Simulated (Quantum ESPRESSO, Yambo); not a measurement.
# ZrSe3 (P2_1/m): G0W0 with Yambo, start to end, part 3 of 3

Aim: the G0W0 gap of ZrSe3 (P2_1/m) on PBEsol, step by step.

Quantum ESPRESSO 7.5 and Yambo 5.3.0; PBEsol and many-body steps on it, plane waves. Known limits of the many-body steps: not at the basis limit; no spin-orbit coupling; coarse k mesh.

So far. Step 3 (Bands along the symmetry lines): The gap is 0.315 eV, −0.007 eV from the run before at this level. Step 4 (Empty states on the mesh, 2×4×2 mesh, 236 bands): On this mesh the gap is 0.330 eV.

## (5) Conversion and set-up

This step: Yambo 5.3.0; conversion and set-up on PBEsol, plane waves, norm-conserving pseudopotentials.

The states are converted to the many-body program's format and the q mesh is built.

Launch:

```sh
$ (cd o/x.save; p2y > p2y.log; mv SAVE ../..); yambo > setup.log
```

Log:

```text
 Yambo, version 5.3.0

 [02] CORE Variables Setup
 =========================

  [02.01] Unit cells
  ==================

  Cell kind             :  Unknown
  Atoms in the cell     :  Zr  Se
  number of Zr atoms    :  2
  number of Se atoms    :   6

  List of atomic masses
  Mass of Zr    :  91.22400
  Mass of Se    :  78.97100

  List of atomic coordinates    : [cc]
  Zr1       :   1.39009   1.77105  11.60773  order 1
  Zr2       :  6.511756  5.313154  6.086979  order 2
  Se1       :  6.504450  1.771051  9.802867  order 3
  Se2       :  1.397400  5.313154  7.891839  order 4
  Se3       :  4.258406  1.771051  3.078879  order 5
  Se4       :   3.64344   5.31315  14.61583  order 6
  Se5       :  8.687273  1.771051  2.990405  order 7
  Se6       :  -0.78542   5.31315  14.70430  order 8

  Alat factors          :  10.22512   7.08421  17.69471 [a.u.]
  Direct lattice volume :   1281.75    [a.u.]
  Direct lattice vectors:  A[ 1 ]  A[ 2 ]  A[ 3 ]
   A[ 1 ]:  1.000000 -0.000000  0.000000  [iru]
   10.22512  -0.00000   0.00000  [cc]
   A[ 2 ]: -0.000000  1.000000  0.000000  [iru]
  -0.000000  7.084205  0.000000  [cc]
   A[ 3 ]: -0.227212  0.000000  1.000000  [iru]
   -2.32327   0.00000  17.69471  [cc]

  Recip. lattice volume :  0.193525 [a.u.]
  Recip. lattice vectors:  B[ 1 ]  B[ 2 ]  B[ 3 ]
   B[ 1 ]:  1.000000  0.000000  0.227212  [iku]
   0.614485  0.000000  0.080680  [cc]
   B[ 2 ]:  0.000000  1.000000  0.000000  [iku]
   0.000000  0.886929  0.000000  [cc]
   B[ 3 ]:  0.000000  0.000000  1.000000  [iku]
  -0.000000 -0.000000  0.355088  [cc]

  [02.02] Symmetries
  ==================

  Inversion symmetry    : yes
  Spatial inversion     : yes
  Inversion index       :  2
  K-space Time-reversal : no
  Magnetic symmetries   : no
  Group table correct   : yes
  Symmetries units      :  [cc]

   [S 1]:   1.0000       0.0000       0.0000       0.0000       1.0000       0.0000      0.17293E-16   0.0000       1.0000
   [S 2]:  -1.0000       0.0000       0.0000       0.0000      -1.0000       0.0000     -0.17293E-16   0.0000      -1.0000

  [02.03] Reciprocal space
  ========================

  nG shells         :   45504
  nG charge         :  183623
  nG WFs            :  26941
  nC WFs            :  23008
  G-vecs. in first 80 shells:  [ Number ]
    1   3   5   7   9  11  13  15  19
    21   23   27   31   35   37   41   43   45
    49   51   53   57   59   63   65   69   71
[...]
217  221  225  229  231  235  239  243
  ...
  Shell energy in first 80 shells:  [ mHa ]
[...]
1900.81      1911.39      1941.04      1960.21      1969.42      2006.09      2018.23      2038.01      2057.81
    2074.81      2098.88      2121.78      2140.68      2152.52      2202.06      2246.79      2269.58      2270.77
    2289.74      2304.71      2341.49      2347.23      2393.38      2399.42      2418.68      2431.34
  ...

  [02.04] K-grid lattice
[...]
K [10]         [rlu]: -0.500000  0.250000 -0.500000
[...]
K [11]         [rlu]: -0.50000     -0.50000      0.34549E-16
         WF components:  22920
  K [12]         [rlu]: -0.500000 -0.500000 -0.500000
         WF components:  22920

  [02.05] Energies & Occupations
  ==============================

  [X] === General ===
  [X] Electronic Temperature                        :  0.000000  0.000000 [eV K]
  [X] Bosonic    Temperature                        :  0.000000  0.000000 [eV K]
  [X] Finite Temperature mode                       : no
  [X] El. density                                   :  0.88451E+24 [cm-3]
  [X] Fermi Level                                   :  10.50703 [eV]

  [X] === Gaps and Widths ===
  [X] Conduction Band Min                           :  0.329665 [eV]
  [X] Valence Band Max                              :  0.000000 [eV]
  [X] Filled Bands                                  :   84
  [X] Empty Bands                                   :   85  236
  [X] Direct Gap                                    :  0.602750 [eV]
  [X] Direct Gap localized at k                     :  2
  [X] Indirect Gap                                  :  0.329665 [eV]
  [X] Indirect Gap between kpts                     :   1   7
  [X] Last valence band width                       :  1.419693 [eV]
  [X] 1st conduction band width                     :  2.112716 [eV]

  E @ K [ 1]:  [eV]
  -207.6635 -207.6635 -207.6489 -207.6489 -206.8667 -206.8667 -147.4989 -147.4989
[...]
[... 9 further rows ...]
[...]
occ @ K [ 1]
[...]
[... 9 further rows ...]
[...]
E @ K [ 2]:  [eV]
[...]
[... 9 further rows ...]
[...]
occ @ K [ 2]
[...]
E @ K [ 3]:  [eV]
[...]
occ @ K [ 3]
[...]
E @ K [ 8]:  [eV]
[...]
occ @ K [ 8]
[...]
E @ K [ 9]:  [eV]
[...]
occ @ K [ 9]
[...]
E @ K [10]:  [eV]
[...]
occ @ K [10]
[...]
E @ K [11]:  [eV]
[...]
occ @ K [11]
[...]
E @ K [12]:  [eV]
[...]
[... 9 further rows ...]
[...]
occ @ K [12]
[...]
[... 9 further rows ...]
   0.000000  0.000000  0.000000  0.000000  0.000000  0.000000  0.000000  0.000000
   0.000000  0.000000  0.000000  0.000000  0.000000  0.000000  0.000000  0.000000

 [03] Transferred momenta grid and indexing
 ==========================================

 IBZ Q-points                                      :  12
 BZ  Q-points                                      :  16

 K/Q-points units:
 rlu = crystal or reduced units; cc = cartesian coordinates; iku = interal k-units

 Q [ 1]         [rlu]:  0.000000  0.000000  0.000000
 Q [ 2]         [rlu]: -0.49964E-17   0.0000     -0.50000
 Q [ 3]         [rlu]:  0.000000  0.250000  0.000000
[...]
Q [ 8]         [rlu]:  0.500000  0.000000 -0.500000
 Q [ 9]         [rlu]: -0.50000      0.25000      0.59754E-16
 Q [10]         [rlu]:  0.500000  0.250000 -0.500000
 Q [11]         [rlu]: -0.50000     -0.50000      0.59754E-16
 Q [12]         [rlu]:  0.500000  0.500000 -0.500000

  [03.01] X indexes
  =================

   [03.01.01] Sigma indexes
   ========================

 [06] Game Over & Game summary
```

It took 5.9 s on 1 MPI rank of Intel Xeon 6975P-C (Granite Rapids), shared host; peak memory 0.28 GiB.

## (6) Screening and self-energy, 2×4×2 mesh, 236 bands, screening to 95.2 eV

G0W0 replaces the xc potential by the self-energy, built once from these orbitals. Only a window of levels is corrected, while the sums run over the empty bands that the input names.

This step: G0W0 on PBEsol, plane waves, norm-conserving pseudopotentials.

gw1.in reads:

```
HF_and_locXC
gw0
dyson
ppa
em1d
rim_cut
RandQpts= 1000000
RandGvec= 1 RL
EXXRLvcs= 104 Ry
VXCRLvcs= 416 Ry
Chimod= "HARTREE"
% BndsRnXp
 1 | 236 |
%
NGsBlkXp= 7 Ry
% LongDrXp
 1 | 1 | 1 |
%
% GbndRnge
 1 | 236 |
%
DysSolver= "n"
ExtendOut
PPAPntXp= 27.21138 eV
% QPkrange
 1 | 1 | 83 | 86 |
 7 | 7 | 83 | 86 |
 2 | 2 | 83 | 86 |
%
```

Launch:

```sh
$ OMP_NUM_THREADS=2 mpirun -n 4 yambo -F gw1.in -J gw1 -C gw1 > gw1.log
```

Log:

```text
 Yambo, version 5.3.0

 [02] CORE Variables Setup
 =========================

  [... cell, symmetries and grids as in the set-up ...]

  [02.05] Energies & Occupations
  ==============================

  [X] === General ===
  [X] Electronic Temperature                        :  0.000000  0.000000 [eV K]
  [X] Bosonic    Temperature                        :  0.000000  0.000000 [eV K]
  [X] Finite Temperature mode                       : no
  [X] El. density                                   :  0.88451E+24 [cm-3]
  [X] Fermi Level                                   :  10.50703 [eV]

  [X] === Gaps and Widths ===
  [X] Conduction Band Min                           :  0.329665 [eV]
  [X] Valence Band Max                              :  0.000000 [eV]
  [X] Filled Bands                                  :   84
  [X] Empty Bands                                   :   85  236
  [X] Direct Gap                                    :  0.602750 [eV]
  [X] Direct Gap localized at k                     :  2
  [X] Indirect Gap                                  :  0.329665 [eV]
  [X] Indirect Gap between kpts                     :   1   7
  [X] Last valence band width                       :  1.419693 [eV]
  [X] 1st conduction band width                     :  2.112716 [eV]

 [03] Transferred momenta grid and indexing
 ==========================================

 IBZ Q-points                                      :  12
 BZ  Q-points                                      :  16

 K/Q-points units:
 rlu = crystal or reduced units; cc = cartesian coordinates; iku = interal k-units

 Q [ 1]         [rlu]:  0.000000  0.000000  0.000000
 Q [ 2]         [rlu]: -0.49964E-17   0.0000     -0.50000
 Q [ 3]         [rlu]:  0.000000  0.250000  0.000000
 Q [ 4]         [rlu]: -0.49964E-17  0.25000     -0.50000
 Q [ 5]         [rlu]:  0.000000 -0.500000  0.000000
 Q [ 6]         [rlu]: -0.49964E-17 -0.50000     -0.50000
 Q [ 7]         [rlu]: -0.50000       0.0000      0.59754E-16
 Q [ 8]         [rlu]:  0.500000  0.000000 -0.500000
 Q [ 9]         [rlu]: -0.50000      0.25000      0.59754E-16
 Q [10]         [rlu]:  0.500000  0.250000 -0.500000
 Q [11]         [rlu]: -0.50000     -0.50000      0.59754E-16
 Q [12]         [rlu]:  0.500000  0.500000 -0.500000

 [04] Coloumb potential Random Integration (RIM)
 ===============================================

  [04.01] RIM initialization
  ==========================

  * Diagonal components only detected *

  8 x (sBL volume)        :  0.096762 [a.u.]
  sBZ random points       :  1000000
  Points outside the sBZ  :   7993225
  RL volume               :  0.193525 [a.u.]
  Integrated volume       :  0.193689 [a.u.]

  [04.02] RIM integrals
  =====================

  Gamma point sphere radius             :  0.083276 [a.u.]
  Points outside the sphere             :   799794
  [Int_sBZ(q=0) 1/q^2]*(Vol_sBZ)^(-1/3) =:  7.483392
                                 should be <:  7.795600

  Summary of Coulomb integrals for non-metallic bands |Q|[au] RIM/Bare

  Q [1] 0.100000E-4 0.959951 * Q [2] 0.177544 0.867115
  Q [3] 0.221732 1.005740 * Q [4] 0.284055 0.994780
  Q [7] 0.309880 1.179383 * Q [8] 0.336486 1.132517
  Q [9] 0.381039 1.091490 * Q [10] 0.402974 1.072616
  Q [5] 0.443464 1.007706 * Q [6] 0.477685 1.004426
  Q [11] 0.541005 1.025187 * Q [12] 0.556672 1.022218

 [05] Dipoles
 ============

  [05.01] Setup: observables and procedures
  =========================================

  [WARNING] [x,Vnl] slows the Dipoles computation. To neglect it rename the ns.kb_pp file

 [06] Dynamic Dielectric Matrix (PPA)
 ====================================

 [WR./gw1//ndb.pp]---------------------------------------------------------------
  Brillouin Zone Q/K grids (IBZ/BZ)                :  12  16  12  16
  RL vectors                                       :  26941 [WF]
  Coulomb cutoff potential                         : none
  Electronic Temperature                           :  0.000000 [K]
  Bosonic    Temperature                           :  0.000000 [K]
  PPA    diel. fun.  energies                      : Perdew, Burke & Ernzerhof SOL(X)+Perdew, Burke & Ernzerhof SOL(C)
  wavefunctions                                    : Perdew, Burke & Ernzerhof SOL(X)+Perdew, Burke & Ernzerhof SOL(C)
  Global Gauge                                     : length
  X matrix size                                    :   407
  X band range                                     :    1  236
  X e/h energy range                               : -1.000000 -1.000000 [eV]
  X Time ordering                                  : R
  X Hxc Kernel                                     : HARTREE
  X Drude frequency                                :  0.000000  0.000000
  X poles                                          :  100.0000 [o/o]
  RL vectors in the sum                            :  26941
  [r,Vnl] included                                 : yes
  Field direction                                  :  0.577350E-5  0.577350E-5  0.577350E-5
  BZ energy Double Grid                            : no
  BZ energy DbGd points                            : 0
  BZ Q point size factor                           : -1.000000
  X Optical Averaged directions                    : none

 [07] Local Exchange-Correlation + Non-Local Fock
 ================================================

 [VXC] Plane waves :  183623
 [EXS] Plane waves :  22961

 QP @ state[ 1 ] K range:  1  2
 QP @ state[ 1 ] b range:   83   86
 QP @ state[ 2 ] K range:   7   7
 QP @ state[ 2 ] b range:   83   86

 [xc] Functional : Perdew, Burke & Ernzerhof SOL(X)+Perdew, Burke & Ernzerhof SOL(C)
 [xc] LIBXC used to calculate xc functional
  PP Number of Atomic Species                      :  2
  NLCC RL compoments                               :  183623
  PP Number of Atomic Species                      :  2
  NLCC RL compoments                               :  183623

 [xc] E_xc :  -161.5634 [Ha]
      E_xc :  -323.1267 [Ry]

  Local XC kind (lXC) : Perdew, Burke & Ernzerhof SOL(X)+Perdew, Burke & Ernzerhof SOL(C)
  Non-Local XC kind (nlXC) : Hartree-Fock

  Corrections @ K [1] :  [eV]
 <83|nlXC|83> = -16.22828  0.50668E-17 <83|lXC|83> = -14.78736  0.000000
 <84|nlXC|84> = -16.81205  0.10648E-17 <84|lXC|84> = -15.01476  0.000000
 <85|nlXC|85> = -8.422549  0.81874E-18 <85|lXC|85> = -13.06779  0.000000
 <86|nlXC|86> = -8.253616 -0.27560E-17 <86|lXC|86> = -13.52814  0.37763E-15

  Corrections @ K [2] :  [eV]
 <83|nlXC|83> = -16.21485 -0.68380E-17 <83|lXC|83> = -14.73763  0.000000
 <84|nlXC|84> = -16.67197  0.77093E-17 <84|lXC|84> = -14.88698  0.000000
 <85|nlXC|85> = -8.017488 -0.18280E-18 <85|lXC|85> = -12.87628  0.000000
 <86|nlXC|86> = -8.460755 -0.13816E-17 <86|lXC|86> = -13.65809 -0.37763E-15

  Corrections @ K [7] :  [eV]
 <83|nlXC|83> = -16.57133  0.79779E-17 <83|lXC|83> = -14.71749  0.000000
 <84|nlXC|84> = -16.54711 -0.50450E-17 <84|lXC|84> = -14.77532 -0.94408E-16
 <85|nlXC|85> = -10.16626  0.33676E-17 <85|lXC|85> = -13.76974  0.23602E-16
 <86|nlXC|86> = -10.16981 -0.35072E-17 <86|lXC|86> = -14.04645 -0.47204E-16

 [08] Dyson equation: Newton solver
 ==================================

  [08.01] G0W0 (W PPA)
  ====================

  [  GW  ] Bands range     :    1  236
  [GW/PPA] G damping       :  0.100000 [eV]

  QP @ state[ 1 ] K range:  1  2
  QP @ state[ 1 ] b range:   83   86
  QP @ state[ 2 ] K range:   7   7
  QP @ state[ 2 ] b range:   83   86

   Sc/G bands                                       :    1  236
   Sc/G damping                                     :  0.100000 ev
   Sc bands terminator                              : no
   Sx RL components                                 :  22961

   QP @ state[ 1 ] K range                          :  1  2
   QP @ state[ 1 ] b range                          :   83   86
   QP @ state[ 2 ] K range                          :   7   7
   QP @ state[ 2 ] b range                          :   83   86
   GF energies kind                                 : Perdew, Burke & Ernzerhof SOL(X)+Perdew, Burke & Ernzerhof SOL(C)
   GF WF`s kind                                     : Perdew, Burke & Ernzerhof SOL(X)+Perdew, Burke & Ernzerhof SOL(C)
   Xs energies kind                                 : Perdew, Burke & Ernzerhof SOL(X)+Perdew, Burke & Ernzerhof SOL(C)
   Xs WF`s kind                                     : Perdew, Burke & Ernzerhof SOL(X)+Perdew, Burke & Ernzerhof SOL(C)

 [11] Game Over & Game summary
```

The job ended after 14 min (4 MPI ranks; peak memory 14 GiB).

Numbers from this step:

* G0W0 gap on the points computed: 0.9189 eV
* starting gap on the mesh: 0.3297 eV
* k of the valence top: 0, 0, 0
* k of the conduction bottom: -0.5, 0, 0
* least direct G0W0 gap on the computed points: 1.221 eV
* Z at the valence top: 0.7942
* Z at the conduction bottom: 0.7928

The gap on the mesh goes from 0.33 eV to 0.92 eV, a correction of +0.59 eV.

Limits: finite bands, cutoff and mesh; no spin-orbit coupling; coarse k mesh. v1 is the top filled band, c1 the lowest empty one. Levels before and after the correction, in eV, zero at the valence-band top of each column:

```
           conduction bottom  valence top
Kohn-Sham               0.33         0.00
     G0W0               0.92         0.00
```

```
                   level  energy (eV)
Kohn-Sham           Γ v2       -0.110
Kohn-Sham           Γ v1        0.000
Kohn-Sham           Γ c1        0.661
Kohn-Sham           Γ c2        1.044
Kohn-Sham  (-0.5 0 0) v2       -0.372
Kohn-Sham  (-0.5 0 0) v1       -0.300
Kohn-Sham  (-0.5 0 0) c1        0.330
Kohn-Sham  (-0.5 0 0) c2        0.670
     G0W0           Γ v2       -0.082
     G0W0           Γ v1        0.000
     G0W0           Γ c1        1.253
     G0W0           Γ c2        1.755
     G0W0  (-0.5 0 0) v2       -0.438
     G0W0  (-0.5 0 0) v1       -0.354
     G0W0  (-0.5 0 0) c1        0.919
     G0W0  (-0.5 0 0) c2        1.338
```

## (7) Where the time went

Times are wall times on the hardware named with each run, good to a factor of about two.

```
                          step     time  share  memory (GiB)
                  ground state  2.9 min   15 %           3.6
bands along the symmetry lines     90 s    8 %           2.6
      empty states on the mesh     69 s    6 %           2.5
         conversion and set-up    5.9 s    0 %          0.28
     screening and self-energy   14 min   71 %            14
```

## (8) Summary of results

```yaml
pbesol_gap: 0.31 eV, indirect
g0w0_gap_on_the_mesh: 0.92 eV
gw_settings: 2×4×2 mesh, 236 bands, screening to 95.2 eV, Godby-Needs plasmon pole
known_limits: not at the basis limit; no spin-orbit coupling; coarse k mesh
```

G0W0 moves the gap on the mesh from 0.33 eV to 0.92 eV (+0.59 eV), with Z of 0.79 and 0.79 at the edges. Only 3 of the mesh's irreducible points were corrected, so a valley elsewhere could overtake. The dearest step here is «screening and self-energy». Bands and cutoff are finite, so the gap is not at the basis limit. The miss can reach some tenths of an eV and take either sign; the mesh is an error of its own. In the G0W0 run levels were corrected at 3 k points alone, so a gap called «on the mesh» is the least over those, and an edge elsewhere would be missed. The 2×4×2 mesh is coarse for this cell, which bears on the long-range parts of exchange and screening. The many-body steps are scalar-relativistic: spin-orbit coupling is not in them.

[Paths, hosts, dates, memory and timing lines, banners, echoed tables and standing remarks are left out of the program output.]

[Logs are printed without paths, hosts, clocks, repeated set-up lines and the standing remarks that a program may print on its own settings, such as how far it seeks lower states.]

[Runs of the session that timed out or met a known fault of the program may be left out.]

[Hosts, paths, dates, database ids (printed as entryN), source tags and the programs' standing remarks are cut or masked in the printed files.]
